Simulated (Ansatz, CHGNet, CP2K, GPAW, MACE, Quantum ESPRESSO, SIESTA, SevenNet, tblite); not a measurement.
# Pt(100)/Be(0001) interface (64 atoms) in other programs, against a plane-wave reference

Aim: run Pt(100)/Be(0001) interface (64 atoms) in several programs and set results and cost side by side. A plane-wave run serves as the reference.

Program: Quantum ESPRESSO 7.5. Level of theory: Kohn-Sham DFT, PBE, SSSP efficiency 1.3.0 pseudopotentials, plane waves. Results are calculated unless marked as measured.

## (1) Starting point

The cell holds 64 atoms: 24 Pt and 40 Be. Its edges and angles: a = 7.883 Å, b = 6.126 Å, c = 15.503 Å, α = 90.0°, β = 90.0°, γ = 108.8°. Fcc Pt(100), 4 repeat layers, 6 surface cells, strained +0.45 and -1.26 %; hcp Be(0001), 2 layers, 10 cells, -0.45 and +1.29 %; outer planes 2.22 Å apart and 2.02 Å at the second interface of the periodic stack; not relaxed, displaced by a Gaussian of 0.02 Å. Then every atom was moved at random, 0.05 Å r.m.s. a Cartesian component. Regions: Pt, 24 atoms (24 Pt); Be, 40 atoms (40 Be). The structure's axis is c.

## (2) The reference run

pw.in

```
&control
  calculation = 'scf'
  pseudo_dir = './pseudo'
  outdir = './tmp'
  disk_io = 'none'
  tprnfor = .true.
  tstress = .true.
/
&system
  ibrav = 0
  nat = 64
  ntyp = 2
  ecutwfc = 45
  ecutrho = 360
  nosym = .true.
  occupations = 'smearing'
  smearing = 'fd'
  degauss = 0.003675
/
&electrons
  conv_thr = 3.2e-07
  electron_maxstep = 100
  mixing_beta = 0.2
  mixing_mode = 'local-TF'
  diagonalization = 'david'
/
ATOMIC_SPECIES
Pt 195.084 Pt.upf
Be 9.012 Be.upf
CELL_PARAMETERS angstrom
7.88350 0.00000 0.00000
-1.97134 5.80046 0.00000
0.00000 0.00000 15.50256
ATOMIC_POSITIONS crystal
Pt 0.66991 0.67824 0.00058
Pt 0.59012 0.32848 0.12542
Pt 0.67055 0.65972 0.25555
Pt 0.58700 0.34071 0.37278
Pt 0.83104 0.32975 0.00026
Pt 0.75810 0.00987 0.13028
Pt 0.83375 0.34641 0.25430
Pt 0.74637 0.00106 0.38661
Pt 0.15784 0.65868 0.99470
Pt 0.09561 0.34649 0.12471
Pt 0.15389 0.65586 0.25066
Pt 0.07935 0.33697 0.38311
[... 48 atom lines left out ...]
Be 0.33716 0.48977 0.52431
Be 0.20351 0.28644 0.63449
Be 0.34483 0.48440 0.76004
Be 0.20080 0.30513 0.87138
K_POINTS gamma
```

Run with:

```sh
$ OMP_NUM_THREADS=1 mpirun -np 2 pw.x -in pw.in > output.txt
```

Log:

```text
Program PWSCF
     gamma-point specific algorithms are used
     Parallelization info
     sticks:   dense  smooth     PW     G-vecs:    dense   smooth      PW
     Min        2331    1170    291               275843    97527   12193
     Max        2332    1171    294               275852    97530   12202
     Sum        4663    2341    585               551695   195057   24395
     bravais-lattice index     =            0
     lattice parameter (alat)  =      14.8977  a.u.
     unit-cell volume          =    4783.8938 (a.u.)^3
     number of atoms/cell      =           64
     number of atomic types    =            2
     number of electrons       =       544.00
     number of Kohn-Sham states=          326
     kinetic-energy cutoff     =      45.0000  Ry
[... lines left out ...]
     scf convergence threshold =      3.2E-07
[... lines left out ...]
     number of k points=     1  Fermi-Dirac smearing, width (Ry)=  0.0037
[... lines left out ...]
     total energy              =   -6209.75035056 Ry
[... lines left out ...]
     total energy              =   -6157.30471740 Ry
[... lines left out ...]
     total energy              =   -6185.15750581 Ry
[... lines left out ...]
     total energy              =   -6186.28037556 Ry
[... lines left out ...]
     total energy              =   -6186.28037611 Ry
[... lines left out ...]
   -84.7086 -84.7071 -84.6984 -84.6974 -84.6970 -84.6888 -84.6872 -84.6816
   -84.6793 -84.6736 -84.6702 -84.6651 -84.6627 -84.6530 -84.6386 -84.6352
[...]
19.0320  19.1773  19.3228  19.3974  19.5102  19.6074  19.6790  19.8277
    19.8859  19.9758  20.0209  20.0454  20.0823  20.1875  20.2759  20.5697
    20.6192  20.7334  20.8949  20.9873  21.1581  21.1863
     the Fermi energy is    15.0234 ev
!    total energy              =   -6186.28037706 Ry
     estimated scf accuracy    <       0.00000026 Ry
     smearing contrib. (-TS)   =      -0.03394317 Ry
     internal energy E=F+TS    =   -6186.24643389 Ry
     The total energy is F=E-TS. E is the sum of the following terms:
     one-electron contribution =   -5283.41121848 Ry
     hartree contribution      =    2801.07262223 Ry
     xc contribution           =   -1569.56395920 Ry
     ewald contribution        =   -2134.34387843 Ry
     convergence has been achieved in  16 iterations
     negative rho (up, down):  4.230E+00 0.000E+00
     Forces acting on atoms (cartesian axes, Ry/au):
     atom    1 type  1   force =    -0.01461411    0.00123646   -0.05563801
     atom    2 type  1   force =    -0.02188223   -0.00134250    0.00941082
     atom    3 type  1   force =    -0.01823085    0.06304574   -0.01663020
[...]
atom   63 type  2   force =    -0.02162109   -0.01066050   -0.04558448
     atom   64 type  2   force =    -0.01068949   -0.02738863    0.00708078
     Total force =     0.416562     Total SCF correction =     0.002625
     Computing stress (Cartesian axis) and pressure
     negative rho (up, down):  4.230E+00 0.000E+00
          total   stress  (Ry/bohr**3)                   (kbar)     P=       40.39
   0.00103277   0.00084141  -0.00007881          151.93      123.78      -11.59
   0.00084141  -0.00003544   0.00002118          123.78       -5.21        3.12
  -0.00007881   0.00002118  -0.00017366          -11.59        3.12      -25.55
     Message from routine punch:
     Nothing written, as per user request (disk_io='none')
```

It took 2.3 min on 2 MPI ranks of Arm Neoverse V1, shared host; peak memory 1.5 GiB.

Banners, paths, timers and routine set-up lines are dropped from the logs unmarked, and long logs keep their key lines alone; longer cuts are marked.

Numbers from this run:

| Quantity | Value |
| --- | --- |
| r.m.s. force component | 0.7729 eV/Å |
| longest force | 2.882 eV/Å |
| pressure | 4.039 GPa |

## (3) Local order

g(r), total and by pair (bins of 0.2 Å):

```
r (Å)  total  Be-Be  Be-Pt  Pt-Pt
 2.00   0.29   0.74   0.00   0.00
 2.20   3.67   9.03   0.29   0.00
 2.40   2.13   4.72   0.61   0.00
 2.60   0.50   0.06   0.22   2.65
 2.80   1.90   0.00   0.37  12.24
 3.00   0.39   0.56   0.23   0.45
 3.20   0.99   2.08   0.37   0.00
 3.40   0.34   0.65   0.17   0.00
 3.60   0.35   0.41   0.39   0.07
 3.80   1.22   2.11   0.37   1.59
 4.00   2.34   4.73   0.40   2.17
 4.20   1.06   1.84   0.73   0.00
 4.40   0.58   0.75   0.62   0.00
 4.60   1.03   1.52   0.55   1.31
 4.80   1.16   0.23   0.50   5.95
 5.00   0.96   1.26   0.72   0.92
 5.20   0.92   1.69   0.55   0.00
 5.40   0.91   1.31   0.57   0.90
 5.60   1.00   1.06   0.62   2.12
 5.80   0.80   1.33   0.59   0.06
 6.00   1.54   2.64   0.81   0.96
 6.20   1.57   1.63   0.90   3.62
 6.40   0.69   0.47   0.98   0.34
 6.60   0.40   0.06   0.76   0.11
 6.80   0.97   1.00   0.97   0.85
 7.00   1.17   2.02   0.79   0.06
 7.20   1.23   1.48   0.78   1.98
 7.40   1.08   0.64   0.82   3.19
```

## (4) The other programs

The programs:
- CHGNet: machine-learned potential, published weights.
- CP2K 2026.2: Gaussian basis with GTH pseudopotentials and a plane-wave density; labels give functional, basis (MOLOPT sets; SR short-range, UZH the newer set with its own potentials), grid cutoff/relative cutoff and solver (OT: orbital transformation; TRS4, TC2, SIGN: linear-scaling purification with its sparsity filter), or its built-in tight binding.
- GPAW 26.7.0: PAW with atomic orbitals (LCAO), plane waves or a real-space grid of spacing h.
- MACE: machine-learned potential, published weights.
- Quantum ESPRESSO 7.5: plane waves; labels (QE) give functional, pseudopotential set and cutoffs of waves/density.
- SevenNet: machine-learned potential, published weights.
- tblite 0.8.0: extended tight binding, driven from Python.

All use the same cell and atoms; the electronic-structure runs use the same k-mesh, and an electronic temperature of 580 K (0.05 eV) where levels are smeared.

Differences are against the plane-wave reference, forces as r.m.s. over components; share is that over the reference's r.m.s. force, slope the least-squares factor from reference forces to these. Total energies of different programs have different zeros and aren't compared.

```
                                                         run  Δ force, r.m.s. (meV/Å)  share (%)  slope  Δ pressure (GPa)  cores  CPU time  memory (GiB)
                                                   reference                        -          -      -                 -      2   4.5 min           1.5
                                     CHGNet r2SCAN potential                      410       53.0  0.574             -4.73      1     3.4 s           1.4
              CP2K PBE, DZVP-UZH, 600/50 Ry, diagonalisation                      130       16.8  0.960            -0.333      4    29 min           4.5
CP2K PBE, SZV-MOLOPT-SR, 600/50 Ry, diagonalisation (coarse)                     1438        186  0.900              85.1      2   7.9 min           2.0
                                 GPAW PBE, LCAO dzp, h 0.2 Å                      112       14.5  1.109                 -      1   9.2 min           1.1
                       GPAW PBE, LCAO dzp, h 0.22 Å (coarse)                      112       14.5  1.109                 -      1     8 min          0.99
                                 MACE MPA-0 medium potential                      355       46.0  0.874             -3.45      1     7.5 s           1.1
                        QE PBE, sg15-1.2, 60/240 Ry (coarse)                     17.3       2.24  1.009             0.461      4     6 min           1.2
                                     SevenNet l3i5 potential                      404       52.3  0.968              4.13      1     9.4 s           1.5
                                             tblite GFN1-xTB                      324       41.9  0.797              23.3      1     4.6 s          0.12
```

Rows marked coarse were listed beforehand as settings not expected to be converged; some can still land near the reference.

Times of the machine-learned potentials are mostly Python's start and the loading of weights.

CPU time is summed over cores on a shared host, where runs went side by side, so it is rough. Symmetry, cutoffs, thresholds, outputs and thread counts weren't matched or tuned between programs; memory under MPI is the largest rank's times the ranks.

Runs without a result: CP2K GFN1-xTB, diagonalisation (not converged, the SCF not settling); SIESTA PBE, DZP, shift 0.01 Ry, mesh 300 Ry (stopped at the start: Generation of polarization orbital failed Stopping Program from Node:    0); SIESTA BLYP, PBE potentials, DZP, shift 0.01 Ry, mesh 300 Ry (stopped at the start: Generation of polarization orbital failed Stopping Program from Node:    0).

Mean charges by element (e), by run and scheme:

```
                                           run     scheme     Pt     Be
CP2K PBE, DZVP-UZH, 600/50 Ry, diagonalisation   Mulliken  -0.06  +0.03
CP2K PBE, DZVP-UZH, 600/50 Ry, diagonalisation  Hirshfeld  +0.04  -0.02
                               tblite GFN1-xTB   Mulliken  -0.11  +0.06
```

Within one program, basis, potentials and functional, energies share a zero. Each run against its twin at the usual cutoff or grid and solver:

```
                         run               twin  Δ energy (meV/atom)  Δ force, r.m.s. (meV/Å)  CPU time over the twin's
GPAW PBE, LCAO dzp, h 0.22 Å  LCAO dzp, h 0.2 Å                 4.85                     4.13                      0.87
```

A second geometry, displaced anew (every atom was moved at random, 0.04 Å r.m.s. a Cartesian component), gives an energy difference that all programs can be tested on. The reference puts it at -14.3 meV/atom.

```
                                                run  energy less the first geometry's (meV/atom)  error (meV/atom)  force share at the second geometry (%)
                        GPAW PBE, LCAO dzp, h 0.2 Å                                       -17.17             -2.87                                    15.2
                                    tblite GFN1-xTB                                       -11.11              3.19                                    54.3
                        MACE MPA-0 medium potential                                       -11.30              3.00                                    44.0
                            SevenNet l3i5 potential                                       -13.91             0.393                                    52.7
     CP2K PBE, DZVP-UZH, 600/50 Ry, diagonalisation                                       -11.05              3.25                                    18.9
                            CHGNet r2SCAN potential                                       -6.886              7.41                                    53.0
CP2K PBE, SZV-MOLOPT-SR, 600/50 Ry, diagonalisation                                       -66.78             -52.5                                     213
                        QE PBE, sg15-1.2, 60/240 Ry                                       -13.97             0.327                                    2.57
                       GPAW PBE, LCAO dzp, h 0.22 Å                                       -17.13             -2.83                                    15.2
```

## (5) Results

```yaml
reference_r_m_s_force_component: 0.773 eV/Å
nearest_in_forces: QE PBE, sg15-1.2, 60/240 Ry (coarse), 2.2 %
farthest_in_forces: CP2K PBE, SZV-MOLOPT-SR, 600/50 Ry, diagonalisation (coarse), 186 %
cheapest_electronic_structure_run_beside_the_reference: tblite GFN1-xTB, 4.6 s of CPU time
```

In words: The PBE runs in local orbitals, coarse settings apart, differ by 14 % (GPAW PBE, LCAO dzp, h 0.2 Å) to 17 % (CP2K PBE, DZVP-UZH, 600/50 Ry, diagonalisation); basis, grid and potentials can all enter. Tight binding differs by 42 % (tblite GFN1-xTB); it is another model, with fitted parameters of its own, and the xTB methods hold dispersion. Machine-learned potentials differ by 46 % (MACE MPA-0 medium potential) to 53 % (CHGNet r2SCAN potential); they were trained on other programs' data, some at another functional. Runs with settings chosen to be coarse differ by 2.2 % (QE PBE, sg15-1.2, 60/240 Ry) to 186 % (CP2K PBE, SZV-MOLOPT-SR, 600/50 Ry, diagonalisation), their programs' other errors included. One electronic-structure run takes under half the reference's CPU time: tblite GFN1-xTB, at 42 % in 4.6 s against 4.5 min; its pressure misses by +23.3 GPa. GPAW PBE, LCAO dzp, h 0.22 Å stiffens the forces by a factor of 1.11 while following their directions (correlation 0.996); the slopes of the 2 GPAW runs lie between 1.11 and 1.11. In pressure, CP2K PBE, SZV-MOLOPT-SR, 600/50 Ry, diagonalisation misses by +85.1 GPa, at the same functional. Charges hang on model, scheme and program or settings: among these rows the mean for Pt runs from -0.11 to +0.04 e. The energy difference between the two geometries, -14.3 meV/atom in the reference, is met best by QE PBE, sg15-1.2, 60/240 Ry (coarse) (+0.327) and worst by CP2K PBE, SZV-MOLOPT-SR, 600/50 Ry, diagonalisation (coarse) (-52.5). In the reference: levels near the Fermi energy are neither full nor empty under the smearing, so no gap is quoted. Periodic xTB results under one method name differ between programs and library versions. The potentials hold different valence shells: 544 electrons in the reference, 464 in GPAW, 512 in CP2K with DZVP-UZH, 592 in CP2K with SZV-MOLOPT-SR and 592 in Quantum ESPRESSO with SG15; this bears on time and differences. The reference's pressure holds the uncorrected Pulay stress of its 45 Ry basis, so small pressure differences, and their order, may be the reference's own error. Machine-learned potentials mimic data converged in k, so the reference's own k-point error enters their differences. The cell is under 6 Å thick along one periodic direction, so every atom has periodic images of itself close by, which move with it and show among its neighbours and in g(r). The reference's stress is far from hydrostatic: its diagonal is 15.2, -0.5, -2.6 GPa, compression counted positive. The host structure and its lattice constant were typed by rule, without a check against the phase diagram. The reference's pressure of 4.0 GPa belongs to a cell and atoms that aren't relaxed at this level. The electronic-structure runs sample only Γ, in a cell whose shortest periodic width is 6 Å, which is coarse for a cell with partly filled levels. Spin–orbit coupling is left out, which matters for the levels of the heavy elements.

[Also dropped from logs without a mark: logging warnings of Python, and SIESTA's first energy breakdown and zero terms.]

[Logs are printed without paths, hosts, clocks, repeated set-up lines and the standing remarks that a program may print on its own settings, such as how far it seeks lower states.]

[Hosts, paths, dates, database ids (printed as entryN), source tags and the programs' standing remarks are cut or masked in the printed files.]
